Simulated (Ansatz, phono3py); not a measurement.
# Phonon transport in ZnS (F-43m)

Wanted: κ(T), lifetimes and mean free paths for ZnS.

Experimental results on record:
- thermal conductivity 27 W/m/K near room temperature (given in “Combining the AFLOW GIBBS and Elastic Libraries to efficiently and robustly screen thermo-mechanical properties of solids”, 2017, arXiv:1611.05714)

Main program and level: Ansatz 0.2.0; DFT LDA, scalar-relativistic, plane waves, PAW.

The database entry behind the starting cell differs from later determinations by our own check (about 0.1 % short), so it need not match the best structure at ambient conditions.

### 1. Set-up

Symmetry: F-43m, No. 216, cubic system. Conventional cell: a = 5.404 Å, b = 5.404 Å, c = 5.404 Å, α = 90.00°, β = 90.00°, γ = 90.00°. Zn has 4 S at 2.34 Å nearest. Nearest to S lie 4 Zn at 2.34 Å. Farther neighbours and most contacts between anions are not listed.

Structure file:

```cif
data_structure
_symmetry_space_group_name_H-M 'P 1'
_symmetry_Int_Tables_number 1
_cell_length_a 3.8212
_cell_length_b 3.8212
_cell_length_c 3.8212
_cell_angle_alpha 60.000
_cell_angle_beta 60.000
_cell_angle_gamma 60.000
_cell_volume 39.45
loop_
_atom_site_label
_atom_site_type_symbol
_atom_site_fract_x
_atom_site_fract_y
_atom_site_fract_z
_atom_site_occupancy
Zn1 Zn 0.25000 0.25000 0.25000 1
S2 S 0.00000 0.00000 0.00000 1
```

### 2. Probe on a coarse mesh

A cheap single point shows whether the cell is a metal or an insulator and how far it is from rest; that sets the k-mesh and the occupations of what follows.

input.yaml reads:

```yaml
crystal:
  lattice:
    - [0.0, 2.702, 2.702]
    - [2.702, 0.0, 2.702]
    - [2.702, 2.702, 0.0]
  atoms:
    - { symbol: Zn, position: [0.25, 0.25, 0.25] }
    - { symbol: S, position: [0.0, 0.0, 0.0] }
kpoints:
  mp_grid: { grid: [6, 6, 6] }
hamiltonian:
  xc: lda
scf:
  occupations: { method: gaussian, width: 0.1 }
output:
  forces: true
  stress: true
  eigenvalues: true
```

Launch:

```console
> ansatz run input.yaml --threads 8 --pin off --max-ram 16384MiB --backend cpu --events-out ev --progress --plain --runs-dir out
```

Numbers of over 12 decimals in the logs are rounded to 6 here.

The program printed:

```text
Engine: ansatz 0.2.0, aarch64-unknown-linux-gnu
Pseudopotentials: kind: paw
Pseudopotential: Zn, paw, valence charge 12, recommended cutoff 420 eV (normal), Zn.paw.azcp
Pseudopotential: S, paw, valence charge 6, recommended cutoff 420 eV (normal), S.paw.azcp
Functional definition: SPW92
  exchange = slater_x
  correlation = pw_c
Crystal: 2 atoms, lattice volume = 39.454 Å³
Basis set: ecut = 420 eV, 749 PW (Γ)
Bands: 13, of which v1, the nominal top of the filled ones, is band 9 counted from 1 (8 counted from 0)
Symmetry: 24 space group operations
Space group: F-43m (ITA 216), of the structure as read, at distance tolerance 3.4e-5 Å
k-points: 16 of 216 (time reversal used)
Non-local potential: Zn, projectors of the file, l = 0: 2, l = 1: 2, l = 2: 3, l = 3: 1
Non-local potential: S, projectors of the file, l = 0: 2, l = 1: 2, l = 2: 2
PAW form: soft (Blöchl's): semilocal exchange-correlation on the pseudo side does not see the compensation charge
PAW frozen core: Zn, regenerated for the run's functional, and the local potential with it (the file was generated under x = pbe(κ = 0.804, μ = 0.219515), c = pbe(β = 0.066725))
PAW frozen core: S, regenerated for the run's functional, and the local potential with it (the file was generated under x = pbe(κ = 0.804, μ = 0.219515), c = pbe(β = 0.066725))
PAW one-centre angular grid: Zn, 590 points (default); XC on 64 Gauss nodes
PAW one-centre angular grid: S, 110 points (default); XC on 64 Gauss nodes
Initial density: superposition of atomic densities (neutral atoms: chi_scale 0, normalization atom), corrected by the library's trained network
Initial wavefunctions: pseudopotential atomic-orbital guess
Functional: x = slater, c = lda
SCF iter   1: F=—  HF=-4117.407123 eV  |F-HF|=—  |Δ(HF+E_count)|=         —  Δρ=7.03e-3  dr2=1.88e-2  ethr=1.77e-3  ⟨swp⟩=5.0  Hψ=1189  notcnv=0
preconditioner: auto → none  [insulator: Δε(μ)=1.784 eV  Ē_g=12.115 eV  σ=0.100 eV  W_gap=1.00  n_scr=14 (ndim 8)  ℏωp=25.1 eV  f_vac=0.026  D(μ)=0.00/eV (n_scr^D=0)  ε∞_Penn≈5.3]
SCF iter   2: F=—  HF=-4117.401343 eV  |F-HF|=—  |Δ(HF+E_count)|=   5.78e-3  Δρ=2.35e-3  dr2=1.03e-3  ethr=1.04e-4  ⟨swp⟩=2.3  Hψ=479  notcnv=0
SCF iter   3: F=—  HF=-4117.401053 eV  |F-HF|=—  |Δ(HF+E_count)|=   2.90e-4  Δρ=1.11e-3  dr2=2.24e-4  ethr=5.72e-6  ⟨swp⟩=2.1  Hψ=351  notcnv=0
SCF iter   4: F=—  HF=-4117.401021 eV  |F-HF|=—  |Δ(HF+E_count)|=   3.24e-5  Δρ=4.00e-4  dr2=4.17e-5  ethr=1.25e-6  ⟨swp⟩=2.3  Hψ=333  notcnv=0
SCF iter   5: F=—  HF=-4117.400997 eV  |F-HF|=—  |Δ(HF+E_count)|=   2.33e-5  Δρ=3.29e-5  dr2=4.79e-7  ethr=2.32e-7  ⟨swp⟩=2.0  Hψ=336  notcnv=0
SCF iter   6: F=-4117.400997 eV  HF=-4117.400997 eV  |F-HF|=1.97e-8  |Δ(HF+E_count)|=   1.65e-7  Δρ=1.01e-5  dr2=2.02e-8  ethr=5.56e-10  ⟨swp⟩=5.2  Hψ=1034  notcnv=0
SCF 1 converged in 6 iterations: F = -4117.400997 eV  dr2 = 2.02e-8
  greatest PAW one-centre occupation: 0.984 electrons in one spin orbital (limit 2), on the Zn atom at site 0 (counted from 0), in its partial waves of l = 2
SCF converged after 6 iterations
Free energy (F): -4117.400997 eV
Harris-Foulkes:  -4117.400997 eV  (|F-HF|=1.97e-8)
Internal energy: -4117.400997 eV  (E = F + TS)
E sigma→0 (E₀):  -4117.400997 eV
Fermi energy:    6.440565 eV
--- Per-component energies (eV) ---
  E_band       = -1.729770
  E_kinetic    = 238.604572
  E_local      = -2045.891658  (includes V_loc(G=0)·N_el)
  E_nonlocal   = 646.379188
  E_hartree    = 852.143988
  E_xc         = -231.597936
  E_vxc        = -141.057611  (∫ρ·V_xc dr)
  E_paw        = -2325.369835  (= ΣΔE_a)
  E_vpaw       = -404.056180  (= ΣTr[D̂ρ^β])
  E_aug_tail   = -0.000361  (compensation charges beyond the density's cutoff)
  E_ewald      = -1253.379294
  E_core_change = 1.710339  (= ΣΔE_core)
  E_smearing   = -0.000000  (= −TS)
  E_closure    = -0.000000  (closes the sum)
  Σ components = -4117.400997   (vs F -4117.400997, Δ=0.00e0)
--- Forces (eV/Å), atoms counted from 1 ---
  atom   1  Zn    -0.00000000     0.00000000     0.00000000
  atom   2  S      0.00000000    -0.00000000    -0.00000000
  max |Σ_I F_I| component: 2.31e-17 eV/Å
--- Stress (GPa, compression-positive) ---
       -4.532916      -0.000000      -0.000000
        0.000000      -4.532916       0.000000
       -0.000000       0.000000      -4.532916
  P = ⅓ Tr σ = -4.5329 GPa (-45.329 kbar)
--- Band table (eV; the first three rows and the last of 16) ---
  k-point 0: bands = [... 5 lower, -0.4951, 5.5095, 5.5095, 5.5095, 7.3658, 11.7279, 11.7279, 11.7279]
  k-point 1: bands = [... 5 lower, -0.4971, 3.7624, 5.2588, 5.2588, 8.5159, 11.6862, 12.1306, 12.1306]
  k-point 2: bands = [... 5 lower, -0.4836, 1.5272, 4.8259, 4.8259, 8.7239, 12.3802, 12.3802, 13.1123]
  k-point 15: bands = [... 5 lower, -0.1312, 0.8332, 2.8371, 2.8599, 10.1573, 10.6898, 14.3060, 14.3146]
```

Run time: 0.35 s. Hardware: 8 threads of Arm Neoverse V1, shared host; peak memory 0.3 GiB.

This step gave:

```
pressure          : -4.533 GPa
gap on the k-mesh : 1.856 eV
volume per atom   : 19.73 Å³
```

The start is under -4.5 GPa at this level and looks like an insulator or semiconductor on this mesh.

### 3. Finding the static equilibrium

Phonons are second derivatives about a minimum, so cell and atoms are relaxed first, inside the symmetry of the start.

input.yaml, the sections that differ from step 2:

```yaml
kpoints:
  mp_grid: { grid: [10, 10, 10] }
scf:
  occupations: { method: gaussian, width: 0.02 }
relax:
  adjacent_minimum: "off"
  f_tol: 0.005
  max_steps: 80
  cell: { stress_tol: 0.05 }
# crystal, hamiltonian, output: as in step 2
```

The program printed:

```text
[...]
Crystal: 2 atoms, lattice volume = 39.454 Å³
Basis set: ecut = 420 eV, 749 PW (Γ)
Bands: 13, of which v1, the nominal top of the filled ones, is band 9 counted from 1 (8 counted from 0)
Symmetry: 24 space group operations
[...]
k-points: 47 of 1000 (time reversal used)
[...]
SCF iter   1: F=—  HF=-4117.411317 eV  |F-HF|=—  |Δ(HF+E_count)|=         —  Δρ=7.17e-3  dr2=1.98e-2  ethr=1.77e-3  ⟨swp⟩=5.7  Hψ=3694  notcnv=0
[...]
SCF iter   6: F=-4117.404821 eV  HF=-4117.404821 eV  |F-HF|=1.78e-8  |Δ(HF+E_count)|=   1.68e-7  Δρ=9.71e-6  dr2=1.88e-8  ethr=5.56e-10  ⟨swp⟩=5.2  Hψ=2937  notcnv=0
SCF 1 converged in 6 iterations: F = -4117.404821 eV  dr2 = 1.88e-8
[...]
relax step   1: F+E_penalty+E_count = -4117.40482121 eV  Δ(F+E_penalty+E_count) = +0.000e0 eV  max|allowed force component| = 1.943e-16 eV/Å  Δτ_max = 0.0000 Å  P = -4.553 GPa  Ω = 39.454 Å³  (6 SCF iters, dr2 threshold 1.00e-7 eV, accepted)
Crystal: 2 atoms, lattice volume = 38.080 Å³
Basis set: ecut = 420 eV, 725 PW (Γ)
[...]
iter 1 solved again at ethr=6.84e-6 eV; its pass at ethr=3.10e-3 eV (dr2=1.23e-3 eV) is discarded
[...]
SCF iter   5: F=-4117.433790 eV  HF=-4117.433790 eV  |F-HF|=2.84e-8  |Δ(HF+E_count)|=   1.48e-6  Δρ=2.08e-5  dr2=8.78e-8  ethr=1.11e-9  ⟨swp⟩=6.1  Hψ=3261  notcnv=0
SCF 2 converged in 5 iterations: F = -4117.433790 eV  dr2 = 8.78e-8
[...]
relax step   2: F+E_penalty+E_count = -4117.43379044 eV  Δ(F+E_penalty+E_count) = -2.897e-2 eV  max|allowed force component| = 8.327e-17 eV/Å  Δτ_max = 0.0000 Å  P = -2.024 GPa  Ω = 38.080 Å³  energy of the carried Pulay correction = +4.085e-4 eV  (5 SCF iters, dr2 threshold 2.00e-7 eV, accepted)
Crystal: 2 atoms, lattice volume = 37.047 Å³
[...]
SCF iter   5: F=-4117.440033 eV  HF=-4117.440033 eV  |F-HF|=1.58e-8  |Δ(HF+E_count)|=   5.92e-7  Δρ=1.65e-5  dr2=5.29e-8  ethr=1.11e-9  ⟨swp⟩=5.7  Hψ=3069  notcnv=0
SCF 3 converged in 5 iterations: F = -4117.440033 eV  dr2 = 5.29e-8
relax step   3: F+E_penalty+E_count = -4117.44003289 eV  Δ(F+E_penalty+E_count) = -6.242e-3 eV  max|allowed force component| = 2.197e-17 eV/Å  Δτ_max = 0.0000 Å  P = +0.242 GPa  Ω = 37.047 Å³  energy of the carried Pulay correction = +7.251e-4 eV  (5 SCF iters, dr2 threshold 2.00e-7 eV, accepted)
[...]
relax step   4: F+E_penalty+E_count = -4117.44007687 eV  Δ(F+E_penalty+E_count) = -4.398e-5 eV  max|allowed force component| = 8.095e-17 eV/Å  Δτ_max = 0.0000 Å  P = -0.010 GPa  Ω = 37.155 Å³  energy of the carried Pulay correction = +6.917e-4 eV  (4 SCF iters, dr2 threshold 1.46e-7 eV, accepted)
[...]
SCF iter   6: F=-4117.439396 eV  HF=-4117.439396 eV  |F-HF|=1.82e-12  |Δ(HF+E_count)|=  4.73e-11  Δρ=1.14e-7  dr2=9.07e-13  ethr=1.00e-12  ⟨swp⟩=5.0  Hψ=2492  notcnv=0
SCF 5 converged in 6 iterations: F = -4117.439396 eV  dr2 = 9.07e-13
relax step   5: F+E_penalty+E_count = -4117.43939583 eV  Δ(F+E_penalty+E_count) = +6.810e-4 eV  max|allowed force component| = 8.327e-17 eV/Å  Δτ_max = 0.0000 Å  P = -0.012 GPa  Ω = 37.155 Å³  stress off target by 1.21e-2 GPa  SCF on the basis re-selected at this cell (its energy is not comparable with the rows above)  (6 SCF iters)
basis re-selected at this cell: Δ(F+E_penalty+E_count) = +6.810e-4 eV, ΔP = -0.002 GPa vs the last step (what re-selecting the basis moved, of the pressure what is left beyond the Pulay correction that the steps carried, after the strain that the cell walked since its last selection, with what the two solves' SCF thresholds leave and, on support functions, any second-order correction that the steps lacked; it is no m [...]
SCF converged after 6 iterations
Free energy (F): -4117.439396 eV
[...]
Internal energy: -4117.439396 eV  (E = F + TS)
E sigma→0 (E₀):  -4117.439396 eV
Fermi energy:    7.377111 eV
[...]
--- Stress (GPa, compression-positive) ---
       -0.012071      -0.000000      -0.000000
       -0.000000      -0.012071       0.000000
       -0.000000       0.000000      -0.012071
  P = ⅓ Tr σ = -0.0121 GPa (-0.121 kbar)
--- Band table (eV; the first three rows and the last of 47) ---
  k-point 0: bands = [... 5 lower, 0.1266, 6.3144, 6.3144, 6.3144, 8.4396, 12.4858, 12.4858, 12.4858]
  k-point 1: bands = [... 5 lower, 0.1250, 5.4600, 6.2038, 6.2038, 9.0736, 12.4137, 12.6711, 12.6711]
  k-point 2: bands = [... 5 lower, 0.1246, 4.0011, 5.9380, 5.9380, 9.6840, 12.7315, 13.0351, 13.0351]
  k-point 46: bands = [... 5 lower, 0.5793, 1.3485, 3.2639, 3.3501, 11.4035, 12.0737, 14.6170, 14.7173]
--- Relaxed structure (4 steps of the walk, 4 accepted, 1 SCFs on fresh bases) ---
  F+E_penalty+E_count = -4117.43939583 eV   max|allowed force component| = 8.327e-17 eV/Å   (the final SCF, on the basis selected at the relaxed cell)
  cell:  # Å, volume = 37.1548 Å³
    - [0, 2.648469, 2.648469]
    - [2.648469, 0, 2.648469]
    - [2.648469, 2.648469, 0]
  atoms:
    - { symbol: Zn, position: [0.250000, 0.250000, 0.250000] }
    - { symbol: S, position: [0, 0, 0] }
```

Run time: 2.6 s. Hardware: 8 threads; peak memory 0.38 GiB.

Step by step:

| step | energy less that of the first step (eV) | largest force component (eV/Å) | pressure (GPa) | volume (Å³) |
| --- | --- | --- | --- | --- |
| 1 | 0.0000 | 0.0000 | -4.55 | 39.45 |
| 2 | -0.0290 | 0.0000 | -2.02 | 38.08 |
| 3 | -0.0352 | 0.0000 | 0.24 | 37.05 |
| 4 | -0.0353 | 0.0000 | -0.01 | 37.15 |
| 5* | -0.0346 | 0.0000 | -0.01 | 37.15 |

Relaxation steps marked * repeat the geometry before them on a plane-wave basis chosen anew for their cell, so energy and pressure can jump there.

The run keeps the 24 symmetry operations that it works with, so distortions that break them were not tested.

| conventional cell, symmetrised | before | after | change |
| --- | --- | --- | --- |
| a (Å) | 5.404 | 5.297 | -2.0 % |
| b (Å) | 5.404 | 5.297 | -2.0 % |
| c (Å) | 5.404 | 5.297 | -2.0 % |
| volume (Å³/atom) | 19.73 | 18.58 | -5.8 % |

The relaxed structure:

```xyz
2
Lattice="0.0000 2.6485 2.6485 2.6485 0.0000 2.6485 2.6485 2.6485 0.0000" Properties=species:S:1:pos:R:3 pbc="T T T"
Zn    1.3242    1.3242    1.3242
S     0.0000    0.0000    0.0000
```

Numbers from this step:

* pressure: -0.01207 GPa
* gap on the k-mesh: 2.125 eV
* volume per atom: 18.58 Å³

The relaxation ends with a pressure of -0.01 GPa.

### 4. Relaxing to small residual forces and stress

The thresholds are tightened for a last relaxation ahead of the phonons, and where mesh or smearing change with them the cell follows.

input.yaml reads:

```yaml
crystal:
  lattice:
    - [0.0, 2.6484690875, 2.6484690875]
    - [2.6484690875, 0.0, 2.6484690875]
    - [2.6484690875, 2.6484690875, 0.0]
  atoms:
    - { symbol: Zn, position: [0.25, 0.25, 0.25] }
    - { symbol: S, position: [0.0, 0.0, 0.0] }
kpoints:
  mp_grid: { grid: [12, 12, 12] }
hamiltonian:
  xc: lda
scf:
  occupations: { method: fixed }
output:
  forces: true
  stress: true
  eigenvalues: true
relax:
  adjacent_minimum: "off"
  f_tol: 0.001
  max_steps: 60
  cell: { stress_tol: 0.01 }
```

The program printed:

```text
[...]
Crystal: 2 atoms, lattice volume = 37.155 Å³
Basis set: ecut = 420 eV, 725 PW (Γ)
Bands: 13, of which v1, the nominal top of the filled ones, is band 9 counted from 1 (8 counted from 0)
Symmetry: 24 space group operations
[...]
k-points: 72 of 1728 (time reversal used)
[...]
k-point 71: bands = [... 5 lower, 0.6027, 1.3417, 3.2080, 3.3041, 11.8199, 12.4710, 14.1012, 14.2756]
--- Relaxed structure (2 steps of the walk, 2 accepted, 1 SCFs on fresh bases) ---
[...]
cell:  # Å, volume = 37.1518 Å³
    - [0, 2.648399, 2.648399]
    - [2.648399, 0, 2.648399]
    - [2.648399, 2.648399, 0]
  atoms:
    - { symbol: Zn, position: [0.25, 0.25, 0.25] }
    - { symbol: S, position: [0, 0, 0] }
[key lines of the parts left out:]
SCF converged after 6 iterations
Free energy (F): -4117.439437 eV
Fermi energy:    6.315482 eV
P = ⅓ Tr σ = -0.0051 GPa (-0.051 kbar)
```

Wall time 2 s (8 threads); peak memory 0.4 GiB.

Little changed from the start: no atom moved by 0.005 Å and no cell edge by 0.1 %.

Numbers from this step:

| Property | Result |
| --- | --- |
| pressure | -0.005062 GPa |
| gap on the k-mesh | 2.126 eV |

The residual pressure is -0.0051 GPa, small enough for phonons.

### 5. A faulty attempt

This input was changed on purpose, to see how the program answers.

input.yaml reads:

```yaml
crystal:
  lattice:
    - [0.0, 2.648399343, 2.648399343]
    - [2.648399343, 0.0, 2.648399343]
    - [2.648399343, 2.648399343, 0.0]
  atoms:
    - { symbol: Zn, position: [0.25, 0.25, 0.25] }
    - { symbol: S, position: [0.0, 0.0, 0.0] }
kpoints:
  mp_grid: { grid: [8, 8, 8] }
hamiltonian:
  xc: lda
scf:
  occupations: { method: fixed }
  max_iter: 100
output:
  eigenvalues: true
phonons:
  supercell: [2, 2, 2]
  dielectric: false
  third_order: { supercell: [2, 2, 2], pair_cutoff: 2.444 }
  lattice_thermal_conductivity:
    qmesh: [11, 12, 13]
    temperatures: [300]
    isotope_mass_variance:
      - { species: S, variance: 0.0001651 }
      - { species: Zn, variance: 0.0005982 }
```

The program printed:

```text
Error: invalid value for `phonons.lattice_thermal_conductivity.qmesh`: [11, 12, 13] is not mapped onto itself by every operation of the crystal's point group, which phonons.lattice_thermal_conductivity requires of this mesh (its Boltzmann solve uses the whole point group); the smallest at or above it that is: [13, 13, 13]
```

Run time: 0.1 s. Hardware: 8 threads; peak memory 0.096 GiB.

The program refused the input before any cycle.

The program's message: “Error: invalid value for `phonons.lattice_thermal_conductivity.qmesh`: [11, 12, 13] is not mapped onto itself by every operation of the crystal's point group, which phonons.lattice_thermal_conductivit …”

The fault put into the input: a q mesh that breaks the point group.

(Part 1 of 3 ends here.)

[Logs are printed without paths, hosts, clocks, repeated set-up lines and the standing remarks that a program may print on its own settings, such as how far it seeks lower states.]

[Hosts, paths, dates, database ids (printed as entryN), source tags and the programs' standing remarks are cut or masked in the printed files.]

[A step with changed settings may run another functional than the one named; its input shows which.]
